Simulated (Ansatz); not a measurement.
# What CdAu (Pm-3m) distorts into, part 2 of 3

Wanted: the energy along a soft mode of CdAu (Pm-3m) and the structure at the end.

Ansatz 0.2.0; DFT PBEsol, scalar-relativistic, plane waves, PAW; PAW set soft_1.

So far, highest frequency on the path or at a solved wavevector (cm⁻¹): step 2 (phonons on a q mesh) 151. Also lowest frequency on the path (cm⁻¹): step 2 -25.4.

## 5. Energy along the mode, all amplitudes (two of the runs are shown above)

An imaginary frequency means negative curvature, so the energy should fall and then rise again as anharmonic terms take over.

Numbers from this step:

- depth at the lowest point sampled: 2.165 meV/atom
- largest atomic shift at that point: 0.14 Å

Table of energy from the parent by largest atomic shift:

```tsv
largest atomic shift (Å)	energy from the parent (meV/atom)
0.000	0
0.040	-0.261
0.080	-0.955
0.140	-2.17
0.220	-1.10
0.320	15.5
```

Displacement at unit largest shift by atom:

```tsv
atom	x (Å)	y (Å)	z (Å)	size
Cd1	0.000	0.400	-0.786	0.882
Cd2	0.000	-0.400	0.786	0.882
Au3	0.000	-0.891	0.454	1.000
Au4	0.000	0.891	-0.454	1.000
```

The lowest of the steps tried is at 0.14 Å, 2.17 meV/atom below the parent; the bottom of the well need not coincide with a step.

## 6. Relaxing from the distorted cell

Starting from the lowest point found, all atoms and the cell are let go, so that strain and other modes of the same symmetry can join in.

File input.yaml:

```yaml
crystal:
  lattice:
    - [-3.3174904026, 0.0, 0.0]
    - [0.0, -3.3174904026, -3.3174904026]
    - [0.0, -3.3174904026, 3.3174904026]
  atoms:
    - { symbol: Cd, position: [0.5, 0.0081433747, 0.4749732625] }
    - { symbol: Cd, position: [0.5, 0.4918566253, 0.0250267375] }
    - { symbol: Au, position: [0.0, 0.5092331563, 0.5283759239] }
    - { symbol: Au, position: [0.0, -0.0092331563, -0.0283759239] }
kpoints:
  mp_grid: { grid: [12, 10, 10] }
hamiltonian:
  xc: pbesol
  pseudopotentials: { kind: paw, azcp: { folder: soft_1 }, xc_functional: pbe }
scf:
  occupations: { method: methfessel_paxton, width: 0.2 }
output:
  forces: true
  stress: true
  eigenvalues: true
relax:
  adjacent_minimum: "off"
  f_tol: 0.002
  max_steps: 120
  cell: { stress_tol: 0.03 }
```

Command:

```
$ ansatz run input.yaml --threads 4 --pin off --max-ram 10240MiB --backend cpu --events-out ev --progress --plain --runs-dir out
```

Numbers of over 12 decimals in the logs are rounded to 6 here.

What it wrote:

```text
[...]
Crystal: 4 atoms, lattice volume = 73.023 Å³
Basis set: ecut = 420 eV, 1459 PW (Γ), exchange–correlation on 48×64×64 points (8 copies of the dense FFT grid, shifted against one another)
Bands: 47, of which v1, the nominal top of the filled ones, is band 39 counted from 1 (38 counted from 0)
Symmetry: 4 space group operations
[...]
k-points: 364 of 1200
[...]
SCF iter   1: F=—  HF=-42394.381945 eV  |F-HF|=—  |Δ(HF+E_count)|=         —  Δρ=1.70e-1  dr2=3.23e1  ethr=3.10e-3  ⟨swp⟩=5.9  Hψ=56515  notcnv=0  defer=29
[...]
SCF iter   9: F=-42386.684871 eV  HF=-42386.684871 eV  |F-HF|=1.28e-8  |Δ(HF+E_count)|=   4.19e-8  S|Δr|=    0.00e0  Δρ=4.06e-6  dr2=2.22e-8  ethr=1.28e-10  ⟨swp⟩=10.6  Hψ=79389  notcnv=0
SCF 1 converged in 9 iterations: F = -42386.684871 eV  dr2 = 2.22e-8
[...]
relax step   1: F+E_penalty+E_count = -42386.68487140 eV  Δ(F+E_penalty+E_count) = +0.000e0 eV  max|allowed force component| = 1.794e-2 eV/Å  Δτ_max = 0.0000 Å  P = +0.085 GPa  Ω = 73.023 Å³  (9 SCF iters, dr2 threshold 1.00e-7 eV, accepted)
Crystal: 4 atoms, lattice volume = 73.143 Å³
[...]
iter 1 solved again at ethr=1.86e-5 eV; its pass at ethr=3.10e-3 eV (dr2=1.45e-2 eV) is discarded
[...]
SCF iter   6: F=-42386.687090 eV  HF=-42386.687090 eV  |F-HF|=3.88e-8  |Δ(HF+E_count)|=   1.97e-7  S|Δr|=    0.00e0  Δρ=1.04e-5  dr2=6.35e-8  ethr=5.13e-10  ⟨swp⟩=5.8  Hψ=68962  notcnv=0
SCF 2 converged in 6 iterations: F = -42386.687090 eV  dr2 = 6.35e-8
relax step   2: F+E_penalty+E_count = -42386.68709043 eV  Δ(F+E_penalty+E_count) = -2.219e-3 eV  max|allowed force component| = 2.637e-2 eV/Å  Δτ_max = 0.0178 Å  P = -0.111 GPa  Ω = 73.143 Å³  energy of the carried Pulay correction = -3.005e-5 eV  (6 SCF iters, dr2 threshold 4.00e-7 eV, accepted)
Crystal: 4 atoms, lattice volume = 72.733 Å³
Basis set: ecut = 420 eV, 1439 PW (Γ), exchange–correlation on 48×64×64 points (8 copies of the dense FFT grid, shifted against one another)
[...]
SCF iter   9: F=-42386.667218 eV  HF=-42386.667218 eV  |F-HF|=1.37e-8  |Δ(HF+E_count)|=   4.57e-8  S|Δr|=    0.00e0  Δρ=4.32e-6  dr2=2.40e-8  ethr=1.79e-10  ⟨swp⟩=8.9  Hψ=67579  notcnv=0
SCF 3 converged in 9 iterations: F = -42386.667218 eV  dr2 = 2.40e-8
relax step   3: F+E_penalty+E_count = -42386.66721815 eV  Δ(F+E_penalty+E_count) = +1.987e-2 eV  max|allowed force component| = 2.016e-1 eV/Å  Δτ_max = 0.1951 Å  P = +0.847 GPa  Ω = 72.733 Å³  energy of the carried Pulay correction = +7.281e-5 eV  (9 SCF iters, dr2 threshold 1.40e-7 eV, rejected (line search))
[... from here on, the SCF cycles and remarks between the steps are left out ...]
relax step   4: F+E_penalty+E_count = -42386.69044779 eV  Δ(F+E_penalty+E_count) = -3.357e-3 eV  max|allowed force component| = 2.416e-2 eV/Å  Δτ_max = 0.0313 Å  P = -0.044 GPa  Ω = 73.087 Å³  energy of the carried Pulay correction = -1.606e-5 eV  (12 SCF iters, accepted)
relax step   5: F+E_penalty+E_count = -42386.69970330 eV  Δ(F+E_penalty+E_count) = -9.256e-3 eV  max|allowed force component| = 2.733e-2 eV/Å  Δτ_max = 0.0963 Å  P = -0.043 GPa  Ω = 73.008 Å³  energy of the carried Pulay correction = +3.700e-6 eV  (8 SCF iters, dr2 threshold 1.61e-7 eV, accepted)
relax step   6: F+E_penalty+E_count = -42386.70881696 eV  Δ(F+E_penalty+E_count) = -9.114e-3 eV  max|allowed force component| = 1.859e-2 eV/Å  Δτ_max = 0.0142 Å  P = -0.179 GPa  Ω = 72.921 Å³  energy of the carried Pulay correction = +2.563e-5 eV  (6 SCF iters, dr2 threshold 4.00e-7 eV, accepted)
relax step   7: F+E_penalty+E_count = -42386.69142181 eV  Δ(F+E_penalty+E_count) = +1.740e-2 eV  max|allowed force component| = 4.965e-2 eV/Å  Δτ_max = 0.0439 Å  P = +1.392 GPa  Ω = 71.875 Å³  energy of the carried Pulay correction = +2.911e-4 eV  (7 SCF iters, dr2 threshold 4.00e-7 eV, rejected (line search))
relax step   8: F+E_penalty+E_count = -42386.70925209 eV  Δ(F+E_penalty+E_count) = -4.351e-4 eV  max|allowed force component| = 2.558e-3 eV/Å  Δτ_max = 0.0179 Å  P = +0.561 GPa  Ω = 72.385 Å³  energy of the carried Pulay correction = +1.608e-4 eV  (11 SCF iters, accepted)
relax step   9: F+E_penalty+E_count = -42386.70837640 eV  Δ(F+E_penalty+E_count) = +8.757e-4 eV  max|allowed force component| = 1.778e-2 eV/Å  Δτ_max = 0.0226 Å  P = -0.762 GPa  Ω = 73.243 Å³  energy of the carried Pulay correction = -5.485e-5 eV  (7 SCF iters, dr2 threshold 4.00e-7 eV, rejected (line search))
relax step  10: F+E_penalty+E_count = -42386.71039508 eV  Δ(F+E_penalty+E_count) = -1.143e-3 eV  max|allowed force component| = 4.052e-3 eV/Å  Δτ_max = 0.0016 Å  P = +0.039 GPa  Ω = 72.714 Å³  energy of the carried Pulay correction = +7.751e-5 eV  (11 SCF iters, accepted)
relax step  11: F+E_penalty+E_count = -42386.71057437 eV  Δ(F+E_penalty+E_count) = -1.793e-4 eV  max|allowed force component| = 8.766e-3 eV/Å  Δτ_max = 0.0032 Å  P = +0.013 GPa  Ω = 72.751 Å³  energy of the carried Pulay correction = +6.831e-5 eV  (6 SCF iters, dr2 threshold 9.49e-8 eV, accepted)
relax step  12: F+E_penalty+E_count = -42386.71061936 eV  Δ(F+E_penalty+E_count) = -4.499e-5 eV  max|allowed force component| = 8.681e-4 eV/Å  Δτ_max = 0.0034 Å  P = +0.002 GPa  Ω = 72.754 Å³  energy of the carried Pulay correction = +6.754e-5 eV  (6 SCF iters, dr2 threshold 7.91e-9 eV, accepted)
Basis set: ecut = 420 eV, 1425 PW (Γ), exchange–correlation on 48×64×72 points (8 copies of the dense FFT grid, shifted against one another)
[...]
SCF iter   5: F=-42386.710602 eV  HF=-42386.710602 eV  |F-HF|=7.28e-12  |Δ(HF+E_count)|=  2.18e-11  S|Δr|=    0.00e0  Δρ=1.61e-7  dr2=1.37e-11  ethr=1.00e-12  ⟨swp⟩=5.2  Hψ=76365  notcnv=0
SCF 13 converged in 5 iterations: F = -42386.710602 eV  dr2 = 1.37e-11
relax step  13: F+E_penalty+E_count = -42386.71060178 eV  Δ(F+E_penalty+E_count) = +1.759e-5 eV  max|allowed force component| = 7.792e-4 eV/Å  Δτ_max = 0.0000 Å  P = -0.010 GPa  Ω = 72.754 Å³  stress off target by 1.56e-2 GPa  SCF on the basis re-selected at this cell (its energy is not comparable with the rows above)  (5 SCF iters)
basis re-selected at this cell: Δ(F+E_penalty+E_count) = +1.759e-5 eV, ΔP = -0.012 GPa vs the last step (what re-selecting the basis moved, of the pressure what is left beyond the Pulay correction that the steps carried, after the strain that the cell walked since its last selection, with what the two solves' SCF thresholds leave and, on support functions, any second-order correction that the steps lacked; it is no measure of the basis error at this ecutwfc). The dense FFT grid was sized anew with the basis: this SCF ran on 24×32×36 points, the steps before it on 24×32×32, so part of this shift can come from that change (see relax.cell in the input reference). [rest of the remark cut]
SCF converged after 5 iterations
[...]
Free energy (F): -42386.710602 eV
[...]
Internal energy: -42386.713066 eV  (E = F + TS)
E sigma→0 (E₀):  -42386.711218 eV
Entropy (-TS):   0.002464 eV (0.616 meV/atom)
Fermi energy:    18.367388 eV
Step filling:    the computed levels leave a gap of 0.0004 eV = 0.0 smearing widths at the electron count; against every level under it full and every level over it empty, smearing changes F+E_penalty+E_count by +0.975 meV and its σ→0 estimate by +0.359 meV
[...]
--- Forces (eV/Å), atoms counted from 1 ---
  atom   1  Cd     0.00000000    -0.00052089     0.00077918
  atom   2  Cd     0.00000000     0.00052089    -0.00077918
  atom   3  Au     0.00000000    -0.00008792     0.00034288
  atom   4  Au     0.00000000     0.00008792    -0.00034288
  max |Σ_I F_I| component: 5.42e-20 eV/Å
--- Stress (GPa, compression-positive) ---
       -0.015593       0.000000       0.000000
        0.000000      -0.007635      -0.007716
        0.000000      -0.007716      -0.006555
  P = ⅓ Tr σ = -0.0099 GPa (-0.099 kbar)
--- Band table (eV; the first three rows and the last of 364) ---
  k-point 0: bands = [... 35 lower, 14.8766, 14.9613, 16.4948, 16.7431, 18.0325, 20.1509, 22.8484, 23.2460, ... 4 higher]
  k-point 1: bands = [... 35 lower, 14.8391, 14.9637, 16.0199, 16.7387, 18.7863, 20.3331, 22.4082, 23.0094, ... 4 higher]
  k-point 2: bands = [... 35 lower, 14.7422, 14.9696, 15.1526, 17.3088, 19.4593, 21.2044, 21.6758, 22.4050, ... 4 higher]
  k-point 363: bands = [... 35 lower, 15.2654, 16.9693, 16.9694, 17.1957, 17.1962, 19.3818, 19.3819, 20.9457, ... 4 higher]
--- Relaxed structure (12 steps of the walk, 9 accepted, 1 SCFs on fresh bases) ---
  F+E_penalty+E_count = -42386.71060178 eV   max|allowed force component| = 7.792e-4 eV/Å   (the final SCF, on the basis selected at the relaxed cell)
  cell:  # Å, volume = 72.7537 Å³
    - [-3.094531, 0.0, 0.0]
    - [0.0, -3.368413, -3.368367]
    - [0.0, -3.489883, 3.489837]
  atoms:
    - { symbol: Cd, position: [0.5, 3.0618176896396454e-5, 0.446330] }
    - { symbol: Cd, position: [0.5, 0.499969, 0.053670] }
    - { symbol: Au, position: [0.0, 0.500032, 0.558497] }
    - { symbol: Au, position: [-0.0, -3.2259578035837705e-5, -0.058497] }
```

Elapsed: 3 min, on 4 threads of Arm Neoverse V2, shared host; peak memory 1 GiB.

Step by step:

```tsv
step	energy less that of the first step (eV)	largest force component (eV/Å)	pressure (GPa)	volume (Å³)
1	0.0000	0.0179	0.08	73.02
2	-0.0022	0.0264	-0.11	73.14
3	0.0177	0.2016	0.85	72.73
4	-0.0056	0.0242	-0.04	73.09
5	-0.0148	0.0273	-0.04	73.01
6	-0.0239	0.0186	-0.18	72.92
7	-0.0066	0.0497	1.39	71.87
8	-0.0244	0.0026	0.56	72.38
9	-0.0235	0.0178	-0.76	73.24
10	-0.0255	0.0041	0.04	72.71
11	-0.0257	0.0088	0.01	72.75
12	-0.0257	0.0009	0.00	72.75
13*	-0.0257	0.0008	-0.01	72.75
```

Relaxation steps marked * repeat the geometry before them on a plane-wave basis chosen anew for their cell, so energy and pressure can jump there. Relaxation steps 3, 7, 9 were tried and not accepted.

The run keeps the 4 symmetry operations that it works with, so distortions that break them were not tested.

```tsv
cell as run	before	after	change
a (Å)	3.317	3.095	-6.7 %
b (Å)	4.692	4.764	+1.5 %
c (Å)	4.692	4.935	+5.2 %
volume (Å³/atom)	18.26	18.19	-0.4 %
```

The atoms that moved most (Å, as changes of fractional coordinates times the final cell):

```tsv
atom	dx	dy	dz	length
Au4	0.000	0.074	-0.136	0.155
Au3	0.000	-0.074	0.136	0.155
Cd2	0.000	-0.127	0.073	0.147
Cd1	0.000	0.127	-0.073	0.147
```

Final coordinates:

```xyz
4
Lattice="-3.0945 0.0000 0.0000 0.0000 -3.3684 -3.3684 0.0000 -3.4899 3.4898" Properties=species:S:1:pos:R:3 pbc="T T T"
Cd   -1.5473   -1.5577    1.5575
Cd   -1.5473   -1.8714   -1.4968
Au    0.0000   -3.6334    0.2648
Au    0.0000    0.2043   -0.2040
```

This step gave:

```
pressure        : -0.009928 GPa
volume per atom : 18.19 Å³
```

The distorted start has space group P2/m; the relaxation ends in Pmma.

## 7. The new phase in its own primitive cell

The relaxed structure is symmetrised, reduced to its primitive cell and relaxed tightly, as its phonons need.

input.yaml, the sections that differ from step 6:

```yaml
crystal:
  lattice:
    - [4.7636234242, 0.0, 0.0]
    - [0.0, 3.0945310597, 0.0]
    - [0.0, 0.0, 4.9354075941]
  atoms:
    - { symbol: Cd, position: [0.75, 0.5, 0.3036697498] }
    - { symbol: Cd, position: [0.25, 0.5, 0.6963302502] }
    - { symbol: Au, position: [0.25, 0.0, 0.1915033429] }
    - { symbol: Au, position: [0.75, 0.0, 0.8084966571] }
kpoints:
  mp_grid: { grid: [10, 14, 8] }
relax:
  adjacent_minimum: "off"
  f_tol: 0.001
  max_steps: 60
  cell: { stress_tol: 0.01 }
# hamiltonian, scf, output: as in step 6
```

What it wrote:

```text
[...]
Crystal: 4 atoms, lattice volume = 72.754 Å³
Basis set: ecut = 420 eV, 1425 PW (Γ), exchange–correlation on 64×48×72 points (8 copies of the dense FFT grid, shifted against one another)
Bands: 47, of which v1, the nominal top of the filled ones, is band 39 counted from 1 (38 counted from 0)
Symmetry: 8 space group operations
[...]
k-points: 240 of 1120
[...]
--- Relaxed structure (7 steps of the walk, 6 accepted, 1 SCFs on fresh bases) ---
[...]
cell:  # Å, volume = 72.7076 Å³
    - [4.781282, 0.0, 0.0]
    - [0.0, 3.045977, 0.0]
    - [0.0, 0.0, 4.992396]
  atoms:
    - { symbol: Cd, position: [0.750000, 0.500000, 0.307846] }
    - { symbol: Cd, position: [0.25, 0.500000, 0.692154] }
    - { symbol: Au, position: [0.25, 0.0, 0.187667] }
    - { symbol: Au, position: [0.750000, 0.0, 0.812333] }
[key lines of the parts left out:]
SCF converged after 5 iterations
Free energy (F): -42386.710898 eV
Fermi energy:    18.383466 eV
P = ⅓ Tr σ = -0.0016 GPa (-0.016 kbar)
```

Wall time 69 s (4 threads); peak memory 0.82 GiB; 4.5 min of CPU time.

The steps of the relaxation:

```tsv
step	energy less that of the first step (eV)	largest force component (eV/Å)	pressure (GPa)	volume (Å³)
1	0.0000	0.0072	0.03	72.75
2	-0.0009	0.0042	-0.03	72.76
3	-0.0010	0.0222	0.54	72.36
4	-0.0015	0.0039	-0.35	72.94
5	-0.0017	0.0184	0.17	72.59
6	-0.0019	0.0009	0.01	72.70
7	-0.0019	0.0002	0.00	72.71
8*	-0.0019	0.0001	0.00	72.71
```

Relaxation steps marked * repeat the geometry before them on a plane-wave basis chosen anew for their cell, so energy and pressure can jump there. Relaxation step 3 was tried and not accepted.

The run keeps the 8 symmetry operations that it works with, so distortions that break them were not tested.

```tsv
conventional cell, symmetrised	before	after	change
a (Å)	4.764	4.781	+0.4 %
b (Å)	3.095	3.046	-1.6 %
c (Å)	4.935	4.992	+1.2 %
volume (Å³/atom)	18.19	18.18	-0.1 %
```

The atoms that moved most (Å, as changes of fractional coordinates times the final cell):

```tsv
atom	dx	dy	dz	length
Cd2	0.000	0.000	-0.021	0.021
Cd1	0.000	0.000	0.021	0.021
Au4	0.000	0.000	0.019	0.019
Au3	0.000	0.000	-0.019	0.019
```

The relaxed structure:

```xyz
4
Lattice="4.7813 0.0000 0.0000 0.0000 3.0460 0.0000 0.0000 0.0000 4.9924" Properties=species:S:1:pos:R:3 pbc="T T T"
Cd    3.5860    1.5230    1.5369
Cd    1.1953    1.5230    3.4555
Au    1.1953    0.0000    0.9369
Au    3.5860    0.0000    4.0555
```

This step gave:

| Quantity | Value |
| --- | --- |
| pressure | -0.001608 GPa |
| volume per atom | 18.18 Å³ |

The largest force component left is 0.14 meV/Å and the pressure is -0.002 GPa, within the tolerances set. The cell now holds 18.18 Å³/atom.

[end of part 2 of 3]

[Logs are printed without paths, hosts, clocks, repeated set-up lines and the standing remarks that a program may print on its own settings, such as how far it seeks lower states.]

[Hosts, paths, dates, database ids (printed as entryN), source tags and the programs' standing remarks are cut or masked in the printed files.]
